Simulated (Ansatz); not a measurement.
# I on Pd(111): change of the work function, part 2 of 2

How does one ordered layer of I (fcc site) change the work function of Pd(111), and what dipole does each adsorbate carry?

Ansatz 0.2.0; plane-wave DFT, PBE, Ansatz PAW.

So far, work function, upper face (eV): step 2 (the clean slab) 5.27.

**3. Adsorbate added**

System of this step: Pd16I (I/Pd(111)). The cell holds 17 atoms: 16 Pd and 1 I. Its edges and angles: a = 5.501 Å, b = 5.501 Å, c = 27.226 Å, α = 90.0°, β = 90.0°, γ = 60.0°. Vacuum lies along c.

The clean slab as it ended is repeated in the plane and the adsorbate is set on one face; the cell's size fixes the coverage, and the k-mesh shrinks with it to keep the sampling density about even. Adsorbate and upper layers relax, since the dipole depends on the height.

Contents of input.yaml:

```yaml
crystal:
  lattice:
    - [5.5012907577, 0.0, 0.0]
    - [2.7506453788, 4.7642575497, 0.0]
    - [0.0, 0.0, 27.226274859]
  atoms:
    - { symbol: Pd, position: [0.0, 0.0, 0.3305630332] }
    - { symbol: Pd, position: [0.1666666667, 0.1666666667, 0.4130529279] }
    - { symbol: Pd, position: [0.3333333333, 0.3333333333, 0.4973094857] }
    - { symbol: Pd, position: [0.0, 0.0, 0.5819239081] }
    - { symbol: Pd, position: [0.0, 0.5, 0.3305630332] }
    - { symbol: Pd, position: [0.1666666667, 0.6666666667, 0.4130529279] }
    - { symbol: Pd, position: [0.3333333333, 0.8333333333, 0.4973094857] }
    - { symbol: Pd, position: [0.0, 0.5, 0.5819239081] }
    - { symbol: Pd, position: [0.5, 0.0, 0.3305630332] }
    - { symbol: Pd, position: [0.6666666667, 0.1666666667, 0.4130529279] }
    - { symbol: Pd, position: [0.8333333333, 0.3333333333, 0.4973094857] }
    - { symbol: Pd, position: [0.5, 0.0, 0.5819239081] }
    - { symbol: Pd, position: [0.5, 0.5, 0.3305630332] }
    - { symbol: Pd, position: [0.6666666667, 0.6666666667, 0.4130529279] }
    - { symbol: Pd, position: [0.8333333333, 0.8333333333, 0.4973094857] }
    - { symbol: Pd, position: [0.5, 0.5, 0.5819239081] }
    - { symbol: I, position: [0.1666666667, 0.1666666667, 0.6694369668] }
kpoints:
  mp_grid: { grid: [6, 6, 1] }
hamiltonian:
  xc: pbe
scf:
  occupations: { method: fermi_dirac, width: 0.1 }
  convergence: { dr2_threshold: 1.0e-08 }
efield:
  axis: 3
  dipole_correction: true
  ramp_position: 0.97
  ramp_width: 0.06
relax:
  f_tol: 0.02
  max_steps: 60
  constraints: [{ sites: [0, 1, 4, 5, 8, 9, 12, 13] }]
output:
  dos: { projected: true, e_range: [-8, 4] }
  write_potential: true
  write_density: true
  volumetric_format: npy
  elf: true
```

The run is started by

```bash
> ansatz run input.yaml --threads 4 --pin off --max-ram 6144MiB --backend cpu --events-out ev --progress --plain --runs-dir out
```

Output:

```text
[...]
Crystal: 17 atoms, lattice volume = 713.589 Å³
Basis set: ecut = 420 eV, 13921 PW (Γ), exchange–correlation on 80×80×384 points (8 copies of the dense FFT grid, shifted against one another)
Bands: 183, of which v1, the nominal top of the filled ones, is band 153 counted from 1 (152 counted from 0)
Symmetry: 6 space group operations
[...]
k-points: 7 of 36 (time reversal used)
[...]
SCF iter   1: F=—  HF=-119076.148621 eV  |F-HF|=—  |Δ(HF+E_count)|=         —  Δρ=1.14e-2  dr2=8.25e0  ethr=1.77e-3  p=0.061 e·Å  D=1.55e-2 V/Å  ΔV_dip=-0.42 eV  dr2_dipole=1.23e0  V_vac-E_F(+/−)=4.53/4.95 eV  ⟨swp⟩=7.7  Hψ=5726  notcnv=0  defer=51
[...]
SCF iter  14: F=-119075.982310 eV  HF=-119075.982310 eV  |F-HF|=9.33e-9  |Δ(HF+E_count)|=   1.02e-8  Δρ=3.06e-7  dr2=1.23e-9  ethr=3.28e-12  p=0.027 e·Å  D=6.75e-3 V/Å  ΔV_dip=-0.18 eV  dr2_dipole=6.98e-12  V_vac-E_F(+/−)=5.05/5.23 eV  ⟨swp⟩=16.1  Hψ=9700  notcnv=0
SCF 1 converged in 14 iterations: F = -119075.982310 eV  dr2 = 1.23e-9
[...]
relax step   1: F+E_penalty+E_count = -119075.98231046 eV  Δ(F+E_penalty+E_count) = +0.000e0 eV  max|allowed force component| = 1.048e0 eV/Å  Δτ_max = 0.0000 Å  (14 SCF iters, accepted)
[...]
SCF iter  14: F=-119076.134650 eV  HF=-119076.134650 eV  |F-HF|=6.50e-9  |Δ(HF+E_count)|=   1.19e-8  Δρ=5.00e-7  dr2=6.13e-9  ethr=3.28e-12  p=0.074 e·Å  D=1.87e-2 V/Å  ΔV_dip=-0.51 eV  dr2_dipole=3.48e-11  V_vac-E_F(+/−)=4.72/5.23 eV  ⟨swp⟩=13.9  Hψ=8362  notcnv=0
SCF 2 converged in 14 iterations: F = -119076.134650 eV  dr2 = 6.13e-9
relax step   2: F+E_penalty+E_count = -119076.13464954 eV  Δ(F+E_penalty+E_count) = -1.523e-1 eV  max|allowed force component| = 1.911e-1 eV/Å  Δτ_max = 0.1944 Å  (14 SCF iters, accepted)
SCF iter   1: F=—  HF=-119076.138335 eV  |F-HF|=—  |Δ(HF+E_count)|=         —  Δρ=1.18e-3  dr2=6.60e-2  ethr=2.36e-4  p=0.074 e·Å  D=1.87e-2 V/Å  ΔV_dip=-0.51 eV  dr2_dipole=2.80e-2  V_vac-E_F(+/−)=4.71/5.22 eV  ⟨swp⟩=3.3  Hψ=2330  notcnv=0  defer=105
[...]
SCF iter  11: F=-119076.137084 eV  HF=-119076.137084 eV  |F-HF|=2.78e-8  |Δ(HF+E_count)|=   1.76e-7  Δρ=7.22e-7  dr2=5.73e-9  ethr=3.28e-12  p=0.083 e·Å  D=2.10e-2 V/Å  ΔV_dip=-0.57 eV  dr2_dipole=5.26e-10  V_vac-E_F(+/−)=4.65/5.23 eV  ⟨swp⟩=12.9  Hψ=9321  notcnv=0
SCF 3 converged in 11 iterations: F = -119076.137084 eV  dr2 = 5.73e-9
relax step   3: F+E_penalty+E_count = -119076.13708435 eV  Δ(F+E_penalty+E_count) = -2.435e-3 eV  max|allowed force component| = 1.204e-1 eV/Å  Δτ_max = 0.0363 Å  (11 SCF iters, accepted)
SCF iter   1: F=—  HF=-119076.137604 eV  |F-HF|=—  |Δ(HF+E_count)|=         —  Δρ=4.46e-4  dr2=9.06e-3  ethr=3.44e-5  p=0.083 e·Å  D=2.10e-2 V/Å  ΔV_dip=-0.57 eV  dr2_dipole=3.80e-3  V_vac-E_F(+/−)=4.66/5.23 eV  ⟨swp⟩=2.1  Hψ=2222  notcnv=0  defer=101
[...]
SCF iter  10: F=-119076.138199 eV  HF=-119076.138199 eV  |F-HF|=6.90e-8  |Δ(HF+E_count)|=   1.72e-8  Δρ=9.17e-7  dr2=9.42e-9  ethr=3.28e-12  p=0.079 e·Å  D=2.01e-2 V/Å  ΔV_dip=-0.55 eV  dr2_dipole=6.16e-10  V_vac-E_F(+/−)=4.68/5.23 eV  ⟨swp⟩=11.7  Hψ=8552  notcnv=0
SCF 4 converged in 10 iterations: F = -119076.138199 eV  dr2 = 9.42e-9
relax step   4: F+E_penalty+E_count = -119076.13819912 eV  Δ(F+E_penalty+E_count) = -1.115e-3 eV  max|allowed force component| = 3.470e-3 eV/Å  Δτ_max = 0.0157 Å  (10 SCF iters, accepted)
NSCF: frozen V_eff on 7 k-points
[...]
WARN: The output density's exchange-correlation potential varies sharply where the density is thin. Do not read a vacuum level from v_tot or v_xc, or from such a field of the output density. On a cell that repeats whose density bears no net charge and no dipole along the vacuum's axis use v_es (v_loc + v_h of the components); under efield.dipole_correction with no amplitude use v_es + v_field, which holds any externa [...]
SCF converged after 10 iterations
Free energy (F): -119076.138199 eV
[...]
Internal energy: -119075.048583 eV  (E = F + TS)
E sigma→0 (E₀):  -119075.593391 eV
Entropy (-TS):   -1.089617 eV (-64.095 meV/atom)
Fermi energy:    3.874428 eV
Dipole field:    D = 0.020099 V/Å  (p = 0.079260 e·Å, saw-weighted, corrected)
Work function:   Φ+ = 4.6791 eV   Φ− = 5.2263 eV
[...]
--- Forces (eV/Å), atoms counted from 1 ---
  atom   1  Pd     0.00547426     0.00316057    -0.31437435
  atom   2  Pd     0.00000000     0.00000000     0.27736059
  atom   3  Pd    -0.00056461    -0.00032598     0.00104159
  atom   4  Pd     0.00143101     0.00082619     0.00047655
  atom   5  Pd     0.00000000    -0.00632113    -0.31437435
  atom   6  Pd    -0.07234972     0.04177113     0.33851876
  atom   7  Pd    -0.00000000     0.00065195     0.00104159
  atom   8  Pd     0.00000000    -0.00165239     0.00047655
  atom   9  Pd    -0.00547426     0.00316057    -0.31437435
  atom  10  Pd     0.00000000    -0.08354226     0.33851876
  atom  11  Pd     0.00056461    -0.00032598     0.00104159
  atom  12  Pd    -0.00143101     0.00082619     0.00047655
  atom  13  Pd    -0.00000000     0.00000000    -0.34989013
  atom  14  Pd     0.07234972     0.04177113     0.33851876
  atom  15  Pd     0.00000000     0.00000000     0.00211395
  atom  16  Pd    -0.00000000    -0.00000000    -0.00310568
  atom  17  I      0.00000000    -0.00000000    -0.00346987
  max |Σ_I F_I| component: 3.49e-6 eV/Å
--- Band table (eV; the first three rows and the last of 7) ---
  k-point 0: bands = [... 149 lower, 4.0169, 4.0793, 4.1197, 4.1197, 4.2065, 4.2111, 4.2111, 4.7160, ... 26 higher]
  k-point 1: bands = [... 149 lower, 3.8851, 3.8900, 3.9191, 3.9845, 4.0181, 4.0484, 4.0607, 4.6855, ... 26 higher]
  k-point 2: bands = [... 149 lower, 3.7215, 3.7603, 3.8082, 3.8162, 3.8709, 3.9765, 4.0283, 4.0490, ... 26 higher]
  k-point 6: bands = [... 149 lower, 3.5956, 3.6126, 3.6283, 3.6658, 3.6721, 3.6857, 3.6913, 3.8682, ... 26 higher]
--- Relaxed structure (4 steps of the walk, 4 accepted, 0 SCFs on fresh bases) ---
  F+E_penalty+E_count = -119076.13819912 eV   max|allowed force component| = 3.470e-3 eV/Å
  atoms:
    - { symbol: Pd, position: [-1.795949e-17, -1.795949e-17, 0.330563] }
    - { symbol: Pd, position: [0.166667, 0.166667, 0.413053] }
    - { symbol: Pd, position: [0.333214, 0.333214, 0.497044] }
    - { symbol: Pd, position: [-0.00309362, -0.00309362, 0.582741] }
    - { symbol: Pd, position: [-2.775558e-17, 0.5, 0.330563] }
    - { symbol: Pd, position: [0.166667, 0.666667, 0.413053] }
    - { symbol: Pd, position: [0.333214, 0.833572, 0.497044] }
    - { symbol: Pd, position: [-0.00309362, 0.506187, 0.582741] }
    - { symbol: Pd, position: [0.500000, -1.795949e-17, 0.330563] }
    - { symbol: Pd, position: [0.666667, 0.166667, 0.413053] }
    - { symbol: Pd, position: [0.833572, 0.333214, 0.497044] }
    - { symbol: Pd, position: [0.506187, -0.00309362, 0.582741] }
    - { symbol: Pd, position: [0.500000, 0.500000, 0.330563] }
    - { symbol: Pd, position: [0.666667, 0.666667, 0.413053] }
    - { symbol: Pd, position: [0.833333, 0.833333, 0.498928] }
    - { symbol: Pd, position: [0.500000, 0.500000, 0.581527] }
    - { symbol: I, position: [0.166667, 0.166667, 0.661537] }
```

Run time: 73 s. Hardware: 4 threads of Intel Xeon Platinum 8488C (Sapphire Rapids), shared host; peak memory 3.2 GiB.

Step by step:

| step | energy less that of the first step (eV) | largest force component (eV/Å) |
| --- | --- | --- |
| 1 | 0.0000 | 1.0476 |
| 2 | -0.1523 | 0.1911 |
| 3 | -0.1548 | 0.1204 |
| 4 | -0.1559 | 0.0035 |

Forces are held to the 6 operations that the program found; a distortion that breaks them can't arise in this run.

The atoms that moved most (Å):

| atom | dx | dy | dz | length |
| --- | --- | --- | --- | --- |
| I17 | 0.000 | 0.000 | -0.215 | 0.215 |
| Pd15 | 0.000 | 0.000 | 0.044 | 0.044 |
| Pd4 | -0.026 | -0.015 | 0.022 | 0.037 |
| Pd8 | 0.000 | 0.029 | 0.022 | 0.037 |
| Pd12 | 0.026 | -0.015 | 0.022 | 0.037 |
| Pd16 | 0.000 | 0.000 | -0.011 | 0.011 |
| Pd7 | 0.000 | 0.001 | -0.007 | 0.007 |
| Pd3 | -0.001 | -0.001 | -0.007 | 0.007 |

Final coordinates:

```xyz
17
Lattice="5.5013 0.0000 0.0000 2.7506 4.7643 0.0000 0.0000 0.0000 27.2263" Properties=species:S:1:pos:R:3
Pd    0.0000    0.0000    9.0000
Pd    1.3753    0.7940   11.2459
Pd    2.7497    1.5875   13.5327
Pd   -0.0255   -0.0147   15.8659
Pd    1.3753    2.3821    9.0000
Pd    2.7506    3.1762   11.2459
Pd    4.1260    3.9714   13.5327
Pd    1.3753    2.4116   15.8659
Pd    2.7506    0.0000    9.0000
Pd    4.1260    0.7940   11.2459
Pd    5.5023    1.5875   13.5327
Pd    2.7762   -0.0147   15.8659
Pd    4.1260    2.3821    9.0000
Pd    5.5013    3.1762   11.2459
Pd    6.8766    3.9702   13.5839
Pd    4.1260    2.3821   15.8328
I     1.3753    0.7940   18.0112
```

Numbers from this step:

```
energy at zero smearing        : -119075.5934 eV
work function, upper face      : 4.679 eV
work function, lower face      : 5.226 eV
dipole along the normal        : 0.07926 e·Å
step between the vacuum levels : -0.5472 eV
```

Running mean over 2.246 Å of the planar mean; the ramp of the sawtooth is left out. The electron's electrostatic potential energy less the Fermi level by z:

| z (Å) | electron's electrostatic potential energy less the Fermi level (eV) |
| --- | --- |
| 4 | 5.23 |
| 5 | 5.22 |
| 6 | 5.17 |
| 7 | 4.36 |
| 8 | -3.12 |
| 9 | -8.26 |
| 10 | -8.49 |
| 11 | -8.56 |
| 12 | -8.20 |
| 13 | -8.32 |
| 14 | -8.30 |
| 15 | -7.98 |
| 16 | -8.49 |
| 17 | -3.50 |
| 18 | 1.54 |
| 19 | 2.96 |
| 20 | 4.35 |
| 21 | 4.66 |
| 22 | 4.68 |
| 23 | 4.68 |
| 24 | 4.68 |

The density of states has structure finer than the step of the table below, so its rows give means over 0.25 eV. Peaks (eV: height): -3.310: 64.8, -3.130: 53.3, -2.440: 56.4, -2.380: 54.3, -2.230: 56.0, -1.140: 60.7, -0.150: 56.3.

Table of density of states by energy, zero at the Fermi level; means over each step:

energy (eV), density of states (states/eV a cell) and a bar:
```
    -6.75        0.0 
    -6.50        0.7 
    -6.25        0.9 #
    -6.00        1.1 #
    -5.75        1.7 #
    -5.50        2.8 ##
    -5.25        5.1 ###
    -5.00        9.4 ######
    -4.75       23.2 ################
    -4.50       31.1 #####################
    -4.25       36.3 #########################
    -4.00       36.7 #########################
    -3.75       22.5 ###############
    -3.50       26.5 ##################
    -3.25       27.9 ###################
    -3.00       32.7 ######################
    -2.75       35.8 #########################
    -2.50       38.1 ##########################
    -2.25       43.9 ##############################
    -2.00       31.0 #####################
    -1.75       28.4 ###################
    -1.50       32.4 ######################
    -1.25       32.1 ######################
    -1.00       33.7 #######################
    -0.75       35.2 ########################
    -0.50       30.6 #####################
    -0.25       43.0 #############################
     0.00       37.2 #########################
     0.25       11.7 ########
     0.50        2.4 ##
     0.75        5.0 ###
     1.00        4.9 ###
     1.25        3.0 ##
     1.50        5.8 ####
     1.75        4.3 ###
```

Projected DOS per atom over height of the atomic layer and energy from the Fermi level. Layers: Pd4 Pd4 Pd4 Pd4 I from below.

Ten even steps from '0' (0.00 states/eV) to '9' (2.82 states/eV), each cell a mean:
```
00000
00000
00000
10000
78863
76662
85681
75672
74572
98882
77772
45655
44464
68765
27744
01114
00002
00000
00000
00000
00000
00000
```
Columns: height of the atomic layer (Å) from 9 to 18.0; rows upwards: energy from the Fermi level (eV) from -7.96 to 1.95.

Valence density in the ca plane at fractional y = 0.167, with atoms of Pd and I within 0.2 Å of it. It is the smooth field of the valence electrons, not physical close to the nuclei.

Values in e/Å³, 8 rows by 16 columns, each cell a mean:
```
 1  0  0  0  1  1  1  1  0  0  0  0  0  0  0  0
 1  0  3  1  1  0  0  0  0  0  0  0  0  0  0  0
 0  1 11  2  0  0  0  0  0  0  0  0  0  0  0  0
 1  0  4  1  0  0  0  0  0  0  0  0  0  0  0  0
 1  0  0  0  1  1  1  1  0  0  0  0  0  0  0  0
 1  0  3  1  1  0  0  0  1  2  0  0  0  0  0  0
 0  1 11  2  0  0  0  0  3 11  1  0  0  0  0  0
 1  0  4  1  0  0  0  0  1  3  0  0  0  0  0  0
```
Columns run along c (16.0 Å, from fractional 0.33 to 0.92 of the cell), rows up along a (5.5 Å). Atoms in or near the plane, at fractional coordinates: Pd at (0.41, 0.17), Pd at (0.41, 0.67), I at (0.66, 0.17).

Electrostatic potential energy in the ca plane at fractional y = 0.167, with atoms of Pd and I within 0.2 Å of it. With pseudopotentials it is smooth inside the atoms' cores, unlike the true potential.

Ten even steps from '0' (-34 eV) to '9' (9 eV), each cell a mean:
```
33689988899743588863478887889999999999999999
34689888899743588863478999999999999999999999
66888633689866789876789999999999999999999999
88997200168988899988899999999999999999999999
99986000048999999999999999999999999999999999
99986100058999999998999999999999999999999999
77888411379887899987789999999999999999999999
45789876899854689864579999999999999999999999
33689988999742578853478988899999999999999999
55789866789854689875678765679999999999999999
77898411378887899988887545457999999999999999
99986100058998999999886479846899999999999999
99986000048999999999986489946899999999999999
88887200168988899998887457647999999999999999
66788643689876789876788644468999999999999999
```
Columns run along c (16.0 Å, from fractional 0.33 to 0.92 of the cell; values clipped at the 3rd and 97th percentile), rows up along a (5.5 Å). Atoms in or near the plane, at fractional coordinates: Pd at (0.41, 0.17), Pd at (0.41, 0.67), I at (0.66, 0.17).

ELF in the ca plane at fractional y = 0.167, with atoms of Pd and I within 0.2 Å of it. It is the smooth field of the valence electrons, not physical close to the nuclei.

Ten even steps from '0' (0.00) to '9' (0.77), each cell a mean:
```
55322222222355422245432589999631000000000000
55322222222355422245532257886420000000000000
33222355422233322233322112332100000000000000
22223566632222222222222100000000000000000000
22223654642222222222222100000000000000000000
22223655642222222222222100000000000000000000
32222466532222222223322111111000000000000000
44322233222244322234432235664310000000000000
55322222222355422245532479998531000000000000
44322233322244322234423688999741000000000000
32222466532223222222225766789852000000000000
22223655642222221222236643479962100000000000
22223644642222211122246634379963100000000000
22223566632222221222236654589962000000000000
33222355422233322233324777899852000000000000
```
Columns run along c (16.0 Å, from fractional 0.33 to 0.92 of the cell), rows up along a (5.5 Å). Atoms in or near the plane, at fractional coordinates: Pd at (0.41, 0.17), Pd at (0.41, 0.67), I at (0.66, 0.17).

The relaxation took 4 steps and lowered the energy by 0.16 eV; the largest force on the free atoms ends at 0.0035 eV/Å.

By hand: a sheet of dipoles makes a step −p/(ε₀A) in the electron's potential. With e/ε₀ = 180.95 V·Å, p = 0.07926 e·Å and A = 26.21 Å², that is −180.95 × (0.07926) / 26.21 = -0.547 eV, and the two vacuum levels of the run differ by -0.547 eV.

The covered face has 4.68 eV, -0.59 eV against the clean one; the bare back face has moved by -0.02 eV, a measure of how thin the slab is.

**4. Work function against coverage**

This step: plane-wave DFT, PBE, Ansatz PAW; work function against coverage (Ansatz 0.2.0).

The runs are now put side by side.

This step gave:

- work function of the clean face: 5.268 eV
- largest change of the work function: -0.5891 eV

Table of work function of the covered face by coverage:

| coverage (adsorbates/nm²) | work function of the covered face (eV) |
| --- | --- |
| 0.00 | 5.27 |
| 3.82 | 4.68 |

The dipole per adsorbate comes from the change of the cell's dipole. Coverage, by row:

| coverage (1/nm²) | coverage (ML) | work function (eV) | change (eV) | dipole per adsorbate, positive end outwards (debye) | mean height of the added atoms over the highest substrate atom (Å) |
| --- | --- | --- | --- | --- | --- |
| 3.815 | 0.25 | 4.679 | -0.5891 | 0.394 | 2.145 |

**5. Outcome**

```
work function of the clean face                        : 5.27 eV
work function at 0.25 ML                               : 4.68 eV
dipole per adsorbate at 0.25 ML, positive end outwards : 0.39 D
```

**Reading.** I lowers the work function of Pd(111) at the lowest coverage, by 0.59 eV: the adsorbate layer has its positive end outwards. An electronegative adsorbate that lowers the work function shows that charge transfer alone doesn't fix the sign: the pushed-back electron tail of the metal and the adsorbate's own polarisation count too. One coverage alone was completed, so no trend follows. The slab has 4 layers, at the tabulated experimental lattice constant, one starting site was run, and quantum-size effects of a slab this thin can reach one or two tenths of an eV.

[Long decimals in the printed logs are rounded to 6 places.]

[Logs are printed without paths, hosts, clocks, repeated set-up lines and the standing remarks that a program may print on its own settings, such as how far it seeks lower states.]

[Hosts, paths, dates, database ids (printed as entryN), source tags and the programs' standing remarks are cut or masked in the printed files.]

[Maps of the electrostatic potential energy from Ansatz leave out the sawtooth potential of an applied field or a dipole correction, so their vacuum need not be flat; planar profiles and work functions include it.]
